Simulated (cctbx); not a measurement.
**Reading a Patterson map**

Space group P4/nmm (no. 129, origin choice 1), a = 4.9390 Å, b = 4.9390 Å, c = 12.0420 Å, α = 90.00°, β = 90.00°, γ = 90.00°, content Dy2 Ce4 Sn4.

The data are simulated with cctbx, not measured: Mo Kα, λ = 0.71073 Å, to d = 0.75 Å, 70 % of the full sphere, strongest reflection 40000 counts, noise from counting, a 1.5 % proportional error and a noise floor of 2 counts (s.d.); no absorption.

Patterson synthesis from sharpened amplitudes, origin scaled to 1000:

```text
Patterson group P 4/m m m
      u       v       w   height  length (A)
  0.000   0.000   0.000   1000.0     0.00
  0.500   0.500   0.500    910.3     6.96
  0.500   0.500   0.119    428.8     3.78
  0.000   0.500   0.250    427.5     3.90
  0.000   0.000   0.382    415.5     4.60
  0.500   0.500   0.000    315.3     3.49
  0.000   0.500   0.368    311.2     5.07
  0.000   0.000   0.500    309.6     6.02
  0.000   0.500   0.134    304.1     2.95
  0.000   0.000   0.232    169.8     2.79
  0.500   0.500   0.268    141.6     4.75
  0.000   0.345   0.312     42.2     4.12
  0.156   0.500   0.188     41.3     3.44
  0.000   0.000   0.087     40.0     1.04
```

**Question.** Which atom pairs make the peaks, and where is the heaviest atom?

A peak at u stands for all pairs with xi − xj = u, with weight Σ ZiZj against Σ Z² = 32168 at the origin. Peak heights follow these weights only roughly, since form factors, motion and series ripples differ, all vectors within 0.55 Å of a peak are counted as merged into it though the farther ones add only part of their weight, and F(000) is left out, which lowers the whole map:

| u | v | w | shortest length (Å) | height | 1000 ΣZiZj/ΣZ² | pairs in the cell |
| --- | --- | --- | --- | --- | --- | --- |
| 0.500 | 0.500 | 0.500 | 6.96 | 910 | 992 | 8 × Ce–Sn, 2 × Dy–Dy |
| 0.500 | 0.500 | 0.119 | 3.77 | 429 | 443 | 2 × Dy–Ce, 2 × Dy–Sn |
| 0.000 | 0.500 | 0.250 | 3.89 | 428 | 443 | 2 × Dy–Ce, 2 × Dy–Sn |
| 0.000 | 0.000 | 0.382 | 4.60 | 416 | 443 | 2 × Dy–Ce, 2 × Dy–Sn |
| 0.500 | 0.500 | 0.000 | 3.49 | 315 | 365 | 2 × Ce–Ce, 2 × Sn–Sn |
| 0.000 | 0.500 | 0.368 | 5.07 | 311 | 365 | 2 × Ce–Ce, 2 × Sn–Sn |
| 0.000 | 0.000 | 0.500 | 6.02 | 310 | 361 | 4 × Ce–Sn |
| 0.000 | 0.500 | 0.134 | 2.95 | 304 | 361 | 4 × Ce–Sn |
| 0.000 | 0.000 | 0.232 | 2.79 | 170 | 180 | 2 × Ce–Sn |
| 0.500 | 0.500 | 0.268 | 4.76 | 142 | 182 | 1 × Ce–Ce, 1 × Sn–Sn |

The table stops at ten peaks or at a height of 45, below which ripples compete. In the model behind the data Dy, the heaviest element, has 1 independent site: (0, 1/2, 0.7487), up to an allowed shift of origin; the Dy–Dy vectors are differences of these positions and their symmetry mates. Elements of similar Z can't be told apart from the map alone. The whole model:

| atom | mult. | x | y | z | Ueq (Å²) |
| --- | --- | --- | --- | --- | --- |
| Dy1 | 2 | 0 | 1/2 | 0.7487 | 0.0175 |
| Ce1 | 2 | 0 | 1/2 | 0.3744 | 0.0197 |
| Ce2 | 2 | 0 | 0 | 0 | 0.0182 |
| Sn1 | 2 | 0 | 1/2 | 0.1388 | 0.0182 |
| Sn2 | 2 | 0 | 0 | 1/2 | 0.0240 |

The model was made for the exercise: a known structure type with other elements put in, its volume estimated, not relaxed; displacement parameters are assumed.

[Logs are printed without paths, hosts, clocks, repeated set-up lines and the standing remarks that a program may print on its own settings, such as how far it seeks lower states.]
